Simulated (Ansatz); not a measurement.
# Preparing La2O3 (P-3m1) as a host crystal, part 3 of 4

Aim: the runs on the perfect crystal La2O3 (P-3m1) that a defect calculation needs first.

Ansatz 0.2.0; plane-wave PAW DFT, PBEsol; single point of the host's primitive cell on a dense mesh; PAW set soft_1 (the session's first sound run).

So far: Set-up; Primitive cell on a dense mesh; Self-consistent run; Defect free supercell relaxed from its symmetric sites.

### Step 5. Defect free supercell relaxed from displaced atoms

This step: plane-wave PAW DFT, PBEsol; relaxation of the defect-free supercell from random displacements, a test of the host's stability; PAW set soft_1 (Ansatz 0.2.0).

Contents of pristine.rattled/input.yaml:

```yaml
crystal:
  lattice:
    - [12.0701724531, -8.86e-08, 0.0]
    - [-6.0350861498, 10.4530760168, 0.0]
    - [0.0, 0.0, 12.444505777]
  atoms:
    - { symbol: La, position: [0.2222222222, 0.1111111111, 0.3773100252] }
    - { symbol: La, position: [0.1111111111, 0.2222222222, 0.1226899748] }
    - { symbol: O, position: [0.2222222222, 0.1111111111, 0.1769983292] }
    - { symbol: O, position: [0.1111111111, 0.2222222222, 0.3230016708] }
    - { symbol: O, position: [0.0, 0.0, 0.0] }
    - { symbol: La, position: [0.2222222222, 0.1111111111, 0.8773100252] }
    - { symbol: La, position: [0.1111111111, 0.2222222222, 0.6226899748] }
    - { symbol: O, position: [0.2222222222, 0.1111111111, 0.6769983292] }
    - { symbol: O, position: [0.1111111111, 0.2222222222, 0.8230016708] }
    - { symbol: O, position: [0.0, 0.0, 0.5] }
    - { symbol: La, position: [0.2222222222, 0.4444444444, 0.3773100252] }
    - { symbol: La, position: [0.1111111111, 0.5555555556, 0.1226899748] }
    - { symbol: O, position: [0.2222222222, 0.4444444444, 0.1769983292] }
    - { symbol: O, position: [0.1111111111, 0.5555555556, 0.3230016708] }
    - { symbol: O, position: [0.0, 0.3333333333, 0.0] }
    - { symbol: La, position: [0.2222222222, 0.4444444444, 0.8773100252] }
    - { symbol: La, position: [0.1111111111, 0.5555555556, 0.6226899748] }
    - { symbol: O, position: [0.2222222222, 0.4444444444, 0.6769983292] }
    - { symbol: O, position: [0.1111111111, 0.5555555556, 0.8230016708] }
    - { symbol: O, position: [0.0, 0.3333333333, 0.5] }
    - { symbol: La, position: [0.2222222222, 0.7777777778, 0.3773100252] }
    - { symbol: La, position: [0.1111111111, 0.8888888889, 0.1226899748] }
    - { symbol: O, position: [0.2222222222, 0.7777777778, 0.1769983292] }
    - { symbol: O, position: [0.1111111111, 0.8888888889, 0.3230016708] }
    - { symbol: O, position: [0.0, 0.6666666667, 0.0] }
    - { symbol: La, position: [0.2222222222, 0.7777777778, 0.8773100252] }
    - { symbol: La, position: [0.1111111111, 0.8888888889, 0.6226899748] }
    - { symbol: O, position: [0.2222222222, 0.7777777778, 0.6769983292] }
    - { symbol: O, position: [0.1111111111, 0.8888888889, 0.8230016708] }
    - { symbol: O, position: [0.0, 0.6666666667, 0.5] }
    - { symbol: La, position: [0.5555555556, 0.1111111111, 0.3773100252] }
    - { symbol: La, position: [0.4444444444, 0.2222222222, 0.1226899748] }
    - { symbol: O, position: [0.5555555556, 0.1111111111, 0.1769983292] }
    - { symbol: O, position: [0.4444444444, 0.2222222222, 0.3230016708] }
    - { symbol: O, position: [0.3333333333, 0.0, 0.0] }
    - { symbol: La, position: [0.5555555556, 0.1111111111, 0.8773100252] }
    - { symbol: La, position: [0.4444444444, 0.2222222222, 0.6226899748] }
    - { symbol: O, position: [0.5555555556, 0.1111111111, 0.6769983292] }
    - { symbol: O, position: [0.4444444444, 0.2222222222, 0.8230016708] }
    - { symbol: O, position: [0.3333333333, 0.0, 0.5] }
    - { symbol: La, position: [0.5555555556, 0.4444444444, 0.3773100252] }
    - { symbol: La, position: [0.4444444444, 0.5555555556, 0.1226899748] }
    - { symbol: O, position: [0.5555555556, 0.4444444444, 0.1769983292] }
    - { symbol: O, position: [0.4444444444, 0.5555555556, 0.3230016708] }
    - { symbol: O, position: [0.3333333333, 0.3333333333, 0.0] }
    - { symbol: La, position: [0.5555555556, 0.4444444444, 0.8773100252] }
    - { symbol: La, position: [0.4444444444, 0.5555555556, 0.6226899748] }
    - { symbol: O, position: [0.5555555556, 0.4444444444, 0.6769983292] }
    - { symbol: O, position: [0.4444444444, 0.5555555556, 0.8230016708] }
    - { symbol: O, position: [0.3333333333, 0.3333333333, 0.5] }
    - { symbol: La, position: [0.5555555556, 0.7777777778, 0.3773100252] }
    - { symbol: La, position: [0.4444444444, 0.8888888889, 0.1226899748] }
    - { symbol: O, position: [0.5555555556, 0.7777777778, 0.1769983292] }
    - { symbol: O, position: [0.4444444444, 0.8888888889, 0.3230016708] }
    - { symbol: O, position: [0.3333333333, 0.6666666667, 0.0] }
    - { symbol: La, position: [0.5555555556, 0.7777777778, 0.8773100252] }
    - { symbol: La, position: [0.4444444444, 0.8888888889, 0.6226899748] }
    - { symbol: O, position: [0.5555555556, 0.7777777778, 0.6769983292] }
    - { symbol: O, position: [0.4444444444, 0.8888888889, 0.8230016708] }
    - { symbol: O, position: [0.3333333333, 0.6666666667, 0.5] }
    - { symbol: La, position: [0.8888888889, 0.1111111111, 0.3773100252] }
    - { symbol: La, position: [0.7777777778, 0.2222222222, 0.1226899748] }
    - { symbol: O, position: [0.8888888889, 0.1111111111, 0.1769983292] }
    - { symbol: O, position: [0.7777777778, 0.2222222222, 0.3230016708] }
    - { symbol: O, position: [0.6666666667, 0.0, 0.0] }
    - { symbol: La, position: [0.8888888889, 0.1111111111, 0.8773100252] }
    - { symbol: La, position: [0.7777777778, 0.2222222222, 0.6226899748] }
    - { symbol: O, position: [0.8888888889, 0.1111111111, 0.6769983292] }
    - { symbol: O, position: [0.7777777778, 0.2222222222, 0.8230016708] }
    - { symbol: O, position: [0.6666666667, 0.0, 0.5] }
    - { symbol: La, position: [0.8888888889, 0.4444444444, 0.3773100252] }
    - { symbol: La, position: [0.7777777778, 0.5555555556, 0.1226899748] }
    - { symbol: O, position: [0.8888888889, 0.4444444444, 0.1769983292] }
    - { symbol: O, position: [0.7777777778, 0.5555555556, 0.3230016708] }
    - { symbol: O, position: [0.6666666667, 0.3333333333, 0.0] }
    - { symbol: La, position: [0.8888888889, 0.4444444444, 0.8773100252] }
    - { symbol: La, position: [0.7777777778, 0.5555555556, 0.6226899748] }
    - { symbol: O, position: [0.8888888889, 0.4444444444, 0.6769983292] }
    - { symbol: O, position: [0.7777777778, 0.5555555556, 0.8230016708] }
    - { symbol: O, position: [0.6666666667, 0.3333333333, 0.5] }
    - { symbol: La, position: [0.8888888889, 0.7777777778, 0.3773100252] }
    - { symbol: La, position: [0.7777777778, 0.8888888889, 0.1226899748] }
    - { symbol: O, position: [0.8888888889, 0.7777777778, 0.1769983292] }
    - { symbol: O, position: [0.7777777778, 0.8888888889, 0.3230016708] }
    - { symbol: O, position: [0.6666666667, 0.6666666667, 0.0] }
    - { symbol: La, position: [0.8888888889, 0.7777777778, 0.8773100252] }
    - { symbol: La, position: [0.7777777778, 0.8888888889, 0.6226899748] }
    - { symbol: O, position: [0.8888888889, 0.7777777778, 0.6769983292] }
    - { symbol: O, position: [0.7777777778, 0.8888888889, 0.8230016708] }
    - { symbol: O, position: [0.6666666667, 0.6666666667, 0.5] }
basis:
  ecutwfc: 420
  xc_grid: 2
hamiltonian:
  xc: pbesol
  pseudopotentials: { kind: paw, azcp: { folder: soft_1 }, xc_functional: pbe }
kpoints:
  mp_grid: { grid: [1, 1, 1], shift: [0.25, 0.25, 0.25] }
scf:
  occupations: { method: fermi_dirac, width: 0.01 }
  max_iter: 80
output:
  forces: true
relax:
  f_tol: 0.01
  max_steps: 120
  random_displacement: { amplitude: 0.08, seed: 3288 }
checkpoint:
  write: "../pristine.rattled.run"
  compress: false
  write_wavefunctions: false
  write_every: 100000
```

Started as:

```sh
ansatz run input.yaml --threads 8 --pin off --max-ram 15073MiB --backend cpu --events-out ev --progress --plain --runs-dir out
```

Numbers of over 12 decimals in the logs are rounded to 6 here.

What it wrote:

```text
[...]
Crystal: 90 atoms, lattice volume = 1570.129 Å³
Basis set: ecut = 420 eV, 30719 PW (Γ), exchange–correlation on 162×162×180 points (8 copies of the dense FFT grid, shifted against one another)
Bands: 450, of which v1, the nominal top of the filled ones, is band 360 counted from 1 (359 counted from 0)
Symmetry: 1 space group operations
k-points: 1
[...]
SCF iter   1: F=—  HF=-252279.589777 eV  |F-HF|=—  |Δ(HF+E_count)|=         —  Δρ=7.89e-2  dr2=8.95e1  ethr=3.10e-3  ⟨swp⟩=5.0  Hψ=1876  notcnv=0
[...]
SCF iter  12: F=-252265.579394 eV  HF=-252265.579395 eV  |F-HF|=7.98e-7  |Δ(HF+E_count)|=   9.85e-8  Δρ=9.44e-6  dr2=1.41e-6  ethr=3.47e-10  ⟨swp⟩=5.0  Hψ=1336  notcnv=0
SCF 1 converged in 12 iterations: F = -252265.579394 eV  dr2 = 1.41e-6
[...]
relax step   1: F+E_penalty+E_count = -252265.57939443 eV  Δ(F+E_penalty+E_count) = +0.000e0 eV  max|allowed force component| = 1.445e0 eV/Å  Δτ_max = 0.0000 Å  (12 SCF iters, dr2 threshold 2.50e-6 eV, accepted)
[...]
relax step   2: F+E_penalty+E_count = -252265.77771462 eV  Δ(F+E_penalty+E_count) = -1.983e-1 eV  max|allowed force component| = 2.288e0 eV/Å  Δτ_max = 0.1961 Å  (8 SCF iters, dr2 threshold 1.00e-4 eV, accepted)
relax step   3: F+E_penalty+E_count = -252267.97408039 eV  Δ(F+E_penalty+E_count) = -2.196e0 eV  max|allowed force component| = 4.555e-2 eV/Å  Δτ_max = 0.1244 Å  (7 SCF iters, dr2 threshold 1.00e-4 eV, accepted)
relax step   4: F+E_penalty+E_count = -252267.97408413 eV  Δ(F+E_penalty+E_count) = -3.743e-6 eV  max|allowed force component| = 4.549e-2 eV/Å  Δτ_max = 0.0000 Å  (5 SCF iters, accepted)
relax step   5: F+E_penalty+E_count = -252267.95396092 eV  Δ(F+E_penalty+E_count) = +2.012e-2 eV  max|allowed force component| = 1.668e-1 eV/Å  Δτ_max = 0.2000 Å  (10 SCF iters, dr2 threshold 1.29e-7 eV, rejected (line search))
relax step   6: F+E_penalty+E_count = -252268.01162829 eV  Δ(F+E_penalty+E_count) = -3.754e-2 eV  max|allowed force component| = 5.560e-2 eV/Å  Δτ_max = 0.1000 Å  (10 SCF iters, accepted)
relax step   7: F+E_penalty+E_count = -252268.04734006 eV  Δ(F+E_penalty+E_count) = -3.571e-2 eV  max|allowed force component| = 8.147e-2 eV/Å  Δτ_max = 0.0989 Å  (7 SCF iters, dr2 threshold 3.08e-6 eV, accepted)
relax step   8: F+E_penalty+E_count = -252268.06513651 eV  Δ(F+E_penalty+E_count) = -1.780e-2 eV  max|allowed force component| = 1.516e-1 eV/Å  Δτ_max = 0.0967 Å  (7 SCF iters, dr2 threshold 6.64e-6 eV, accepted)
relax step   9: F+E_penalty+E_count = -252268.20165468 eV  Δ(F+E_penalty+E_count) = -1.365e-1 eV  max|allowed force component| = 4.126e-2 eV/Å  Δτ_max = 0.2000 Å  (7 SCF iters, dr2 threshold 2.30e-5 eV, accepted)
relax step  10: F+E_penalty+E_count = -252268.22131317 eV  Δ(F+E_penalty+E_count) = -1.966e-2 eV  max|allowed force component| = 6.133e-3 eV/Å  Δτ_max = 0.0719 Å  (9 SCF iters, dr2 threshold 1.26e-7 eV, accepted)
relax step  11: F+E_penalty+E_count = -252268.22131323 eV  Δ(F+E_penalty+E_count) = -6.065e-8 eV  max|allowed force component| = 6.134e-3 eV/Å  Δτ_max = 0.0000 Å  (3 SCF iters, accepted)
relax step  12: F+E_penalty+E_count = -252268.22124305 eV  Δ(F+E_penalty+E_count) = +7.018e-5 eV  max|allowed force component| = 3.383e-2 eV/Å  Δτ_max = 0.0276 Å  (8 SCF iters, rejected (line search))
relax step  13: F+E_penalty+E_count = -252268.22180513 eV  Δ(F+E_penalty+E_count) = -4.919e-4 eV  max|allowed force component| = 2.805e-2 eV/Å  Δτ_max = 0.0135 Å  (7 SCF iters, accepted)
relax step  14: F+E_penalty+E_count = -252268.22279569 eV  Δ(F+E_penalty+E_count) = -9.906e-4 eV  max|allowed force component| = 1.935e-3 eV/Å  Δτ_max = 0.0193 Å  (7 SCF iters, dr2 threshold 7.87e-7 eV, accepted)
relax step  15: F+E_penalty+E_count = -252268.22279570 eV  Δ(F+E_penalty+E_count) = -1.167e-8 eV  max|allowed force component| = 1.927e-3 eV/Å  Δτ_max = 0.0000 Å  (3 SCF iters, accepted)
SCF iter   1: F=—  HF=-252268.222908 eV  |F-HF|=—  |Δ(HF+E_count)|=         —  Δρ=4.47e-4  dr2=1.89e-3  ethr=2.69e-6  ⟨swp⟩=4.0  Hψ=869  notcnv=0  defer=81
[...]
SCF iter   7: F=-252268.222885 eV  HF=-252268.222885 eV  |F-HF|=7.97e-9  |Δ(HF+E_count)|=   2.74e-8  Δρ=9.77e-7  dr2=1.37e-8  ethr=1.39e-11  ⟨swp⟩=4.0  Hψ=1243  notcnv=0
SCF 16 converged in 7 iterations: F = -252268.222885 eV  dr2 = 1.37e-8
relax step  16: F+E_penalty+E_count = -252268.22288523 eV  Δ(F+E_penalty+E_count) = -8.953e-5 eV  max|allowed force component| = 6.662e-3 eV/Å  Δτ_max = 0.0115 Å  (7 SCF iters, accepted)
SCF converged after 7 iterations
Free energy (F): -252268.222885 eV
[...]
Internal energy: -252268.222885 eV  (E = F + TS)
E sigma→0 (E₀):  -252268.222885 eV
Fermi energy:    10.529779 eV
[...]
--- Forces (eV/Å), atoms counted from 1 ---
  atom   1  La     0.00176247     0.00178599    -0.00176826
  atom   2  La    -0.00077786    -0.00042495     0.00071129
  atom   3  O      0.00141517    -0.00150420    -0.00079979
  atom   4  O      0.00027964    -0.00060650    -0.00064143
  atom   5  O     -0.00021216     0.00014029     0.00184289
  atom   6  La    -0.00107609    -0.00285628    -0.00222643
  atom   7  La    -0.00185901    -0.00326642     0.00133781
  atom   8  O      0.00144692     0.00147702    -0.00021733
  atom   9  O     -0.00251888     0.00100804     0.00029829
  atom  10  O      0.00038704    -0.00026620    -0.00341508
  atom  11  La    -0.00121268    -0.00015515    -0.00125185
  atom  12  La     0.00377551    -0.00296663    -0.00082681
  atom  13  O     -0.00066054    -0.00014737    -0.00021525
  atom  14  O     -0.00128389     0.00004251    -0.00039926
  atom  15  O     -0.00120501    -0.00390444     0.00142740
  atom  16  La    -0.00040326     0.00138147     0.00014576
  atom  17  La    -0.00059810     0.00352479     0.00058211
  atom  18  O      0.00141445     0.00029804    -0.00056694
  atom  19  O      0.00026470    -0.00060099     0.00010809
  atom  20  O      0.00035825     0.00048045     0.00103500
  atom  21  La     0.00457627    -0.00064350     0.00445451
  atom  22  La    -0.00430449     0.00478241    -0.00045564
  atom  23  O     -0.00087416    -0.00075395    -0.00275352
  atom  24  O     -0.00172849     0.00022227    -0.00113446
  atom  25  O      0.00029209     0.00038641     0.00412728
  atom  26  La    -0.00049360     0.00049914    -0.00666236
  atom  27  La     0.00013412    -0.00229246     0.00447050
  atom  28  O     -0.00000719     0.00047204     0.00106125
  atom  29  O      0.00007437    -0.00001933     0.00070445
  atom  30  O     -0.00127912     0.00117908    -0.00180366
  atom  31  La    -0.00000946     0.00178733    -0.00236428
  atom  32  La     0.00354116     0.00340330     0.00032584
  atom  33  O     -0.00040220     0.00035620    -0.00049012
  atom  34  O     -0.00216688    -0.00037687     0.00088276
  atom  35  O     -0.00061578     0.00071124     0.00281392
  atom  36  La    -0.00109405    -0.00271040    -0.00041498
  atom  37  La     0.00243002    -0.00124807     0.00209713
  atom  38  O      0.00026280     0.00050539    -0.00168469
  atom  39  O     -0.00107625     0.00143002    -0.00226987
  atom  40  O     -0.00127153     0.00117389    -0.00009083
[...]
atom  79  O     -0.00118777     0.00118122    -0.00188209
  atom  80  O     -0.00049136    -0.00030562     0.00012312
  atom  81  La    -0.00086447    -0.00148466     0.00107366
  atom  82  La     0.00175423     0.00047249    -0.00027668
  atom  83  O      0.00162281    -0.00011798     0.00052913
  atom  84  O      0.00070443    -0.00024186    -0.00085232
  atom  85  O      0.00156819     0.00091538     0.00290693
  atom  86  La     0.00142313     0.00194237    -0.00361387
  atom  87  La     0.00180892     0.00016914     0.00173964
  atom  88  O      0.00000006    -0.00061562    -0.00028948
  atom  89  O     -0.00117590     0.00010614     0.00190211
  atom  90  O      0.00022437     0.00112182     0.00061433
  max |Σ_I F_I| component: 1.50e-5 eV/Å
--- Relaxed structure (16 steps of the walk, 14 accepted, 0 SCFs on fresh bases) ---
  F+E_penalty+E_count = -252268.22288523 eV   max|allowed force component| = 6.662e-3 eV/Å
  atoms:
    - { symbol: La, position: [0.231615, 0.109223, 0.372089] }
    - { symbol: La, position: [0.114715, 0.214061, 0.126045] }
    - { symbol: O, position: [0.229254, 0.108725, 0.179066] }
    - { symbol: O, position: [0.113341, 0.215359, 0.323618] }
    - { symbol: O, position: [-0.000203, -0.000172, 0.023710] }
    - { symbol: La, position: [0.230635, 0.114188, 0.873514] }
    - { symbol: La, position: [0.108267, 0.212489, 0.626919] }
    - { symbol: O, position: [0.229226, 0.113225, 0.676775] }
    - { symbol: O, position: [0.107353, 0.213240, 0.819481] }
    - { symbol: O, position: [-0.000331, -0.000223, 0.525946] }
    - { symbol: La, position: [0.213490, 0.436445, 0.373026] }
    - { symbol: La, position: [0.120510, 0.566278, 0.126763] }
    - { symbol: O, position: [0.213507, 0.437528, 0.178742] }
    - { symbol: O, position: [0.118895, 0.563020, 0.320457] }
    - { symbol: O, position: [-0.003092, 0.331120, -0.025670] }
    - { symbol: La, position: [0.212389, 0.432792, 0.872853] }
    - { symbol: La, position: [0.118575, 0.564305, 0.626666] }
    - { symbol: O, position: [0.214422, 0.436435, 0.677448] }
    - { symbol: O, position: [0.117788, 0.562496, 0.822856] }
    - { symbol: O, position: [0.002064, 0.334524, 0.473936] }
    - { symbol: La, position: [0.221795, 0.785924, 0.373032] }
    - { symbol: La, position: [0.098911, 0.884891, 0.126015] }
    - { symbol: O, position: [0.223058, 0.785853, 0.178693] }
    - { symbol: O, position: [0.101404, 0.886205, 0.323418] }
    - { symbol: O, position: [0.006842, 0.680209, -0.000141] }
    - { symbol: La, position: [0.219772, 0.787018, 0.872838] }
    - { symbol: La, position: [0.103811, 0.891036, 0.626817] }
    - { symbol: O, position: [0.221399, 0.784926, 0.677500] }
    - { symbol: O, position: [0.105342, 0.891838, 0.819484] }
    - { symbol: O, position: [-0.005794, 0.652809, 0.500753] }
    - { symbol: La, position: [0.548115, 0.100035, 0.373630] }
    - { symbol: La, position: [0.452771, 0.228283, 0.127175] }
    - { symbol: O, position: [0.549923, 0.103055, 0.176223] }
    - { symbol: O, position: [0.451912, 0.227401, 0.320860] }
    - { symbol: O, position: [0.333234, 0.002392, -0.025642] }
    - { symbol: La, position: [0.543556, 0.102608, 0.872329] }
    - { symbol: La, position: [0.453203, 0.235817, 0.626472] }
    - { symbol: O, position: [0.544249, 0.104259, 0.679820] }
    - { symbol: O, position: [0.451199, 0.231961, 0.822613] }
    - { symbol: O, position: [0.331486, -0.002756, 0.473974] }
    - { symbol: La, position: [0.551178, 0.451224, 0.373590] }
    - { symbol: La, position: [0.433091, 0.554190, 0.126713] }
    - { symbol: O, position: [0.552460, 0.449397, 0.176089] }
    - { symbol: O, position: [0.436415, 0.555820, 0.320336] }
    - { symbol: O, position: [0.318457, 0.326819, -0.000216] }
    - { symbol: La, position: [0.558030, 0.455961, 0.872309] }
    - { symbol: La, position: [0.435121, 0.554116, 0.626582] }
    - { symbol: O, position: [0.559099, 0.455124, 0.679836] }
    - { symbol: O, position: [0.436902, 0.555163, 0.822780] }
    - { symbol: O, position: [0.347174, 0.341345, 0.500660] }
    - { symbol: La, position: [0.563000, 0.777325, 0.373067] }
    - { symbol: La, position: [0.445054, 0.878668, 0.126823] }
    - { symbol: O, position: [0.561975, 0.776316, 0.178716] }
    - { symbol: O, position: [0.443385, 0.880367, 0.320429] }
    - { symbol: O, position: [0.333007, 0.666564, 0.027386] }
    - { symbol: La, position: [0.566553, 0.779727, 0.872889] }
    - { symbol: La, position: [0.445544, 0.881016, 0.626617] }
    - { symbol: O, position: [0.562917, 0.778113, 0.677610] }
    - { symbol: O, position: [0.444367, 0.881887, 0.822944] }
    - { symbol: O, position: [0.333129, 0.666380, 0.522987] }
    - { symbol: La, position: [0.890406, 0.122696, 0.372001] }
    - { symbol: La, position: [0.771029, 0.224072, 0.127076] }
    - { symbol: O, position: [0.890949, 0.120756, 0.179086] }
    - { symbol: O, position: [0.771918, 0.224125, 0.320924] }
    - { symbol: O, position: [0.673453, -0.007352, -0.000168] }
    - { symbol: La, position: [0.884948, 0.116675, 0.873496] }
    - { symbol: La, position: [0.763628, 0.217475, 0.626472] }
    - { symbol: O, position: [0.886056, 0.116130, 0.676563] }
    - { symbol: O, position: [0.767443, 0.219340, 0.822385] }
    - { symbol: O, position: [0.657298, 0.005132, 0.500909] }
    - { symbol: La, position: [0.899162, 0.448156, 0.373650] }
    - { symbol: La, position: [0.775369, 0.546706, 0.127142] }
    - { symbol: O, position: [0.896191, 0.446869, 0.176374] }
    - { symbol: O, position: [0.775181, 0.547655, 0.320882] }
    - { symbol: O, position: [0.666407, 0.332982, 0.024662] }
    - { symbol: La, position: [0.897049, 0.441416, 0.872406] }
    - { symbol: La, position: [0.782019, 0.546149, 0.626491] }
    - { symbol: O, position: [0.895344, 0.440446, 0.679818] }
    - { symbol: O, position: [0.780075, 0.548132, 0.822541] }
    - { symbol: O, position: [0.666434, 0.333287, 0.526064] }
    - { symbol: La, position: [0.876781, 0.767924, 0.371992] }
    - { symbol: La, position: [0.785465, 0.900578, 0.126069] }
    - { symbol: O, position: [0.878608, 0.770244, 0.178971] }
    - { symbol: O, position: [0.784165, 0.897985, 0.323612] }
    - { symbol: O, position: [0.668205, 0.666118, -0.025852] }
    - { symbol: La, position: [0.882671, 0.768611, 0.873477] }
    - { symbol: La, position: [0.786820, 0.895578, 0.626888] }
    - { symbol: O, position: [0.883205, 0.770125, 0.676700] }
    - { symbol: O, position: [0.786129, 0.894076, 0.819459] }
    - { symbol: O, position: [0.664766, 0.667635, 0.473987] }
```

It took 4.9 min on 8 threads of Arm Neoverse V2, shared host; peak memory 4.1 GiB; 38 min of CPU time.

[end of part 3 of 4]

[Logs are printed without paths, hosts, clocks, repeated set-up lines and the standing remarks that a program may print on its own settings, such as how far it seeks lower states.]

[Hosts, paths, dates, database ids (printed as entryN), source tags and the programs' standing remarks are cut or masked in the printed files.]

[Runs of the host that timed out are not shown.]

[For some hosts the program warned that the k-mesh of the response run may be too coarse for force constants and the static dielectric constant; such warnings are not always shown.]
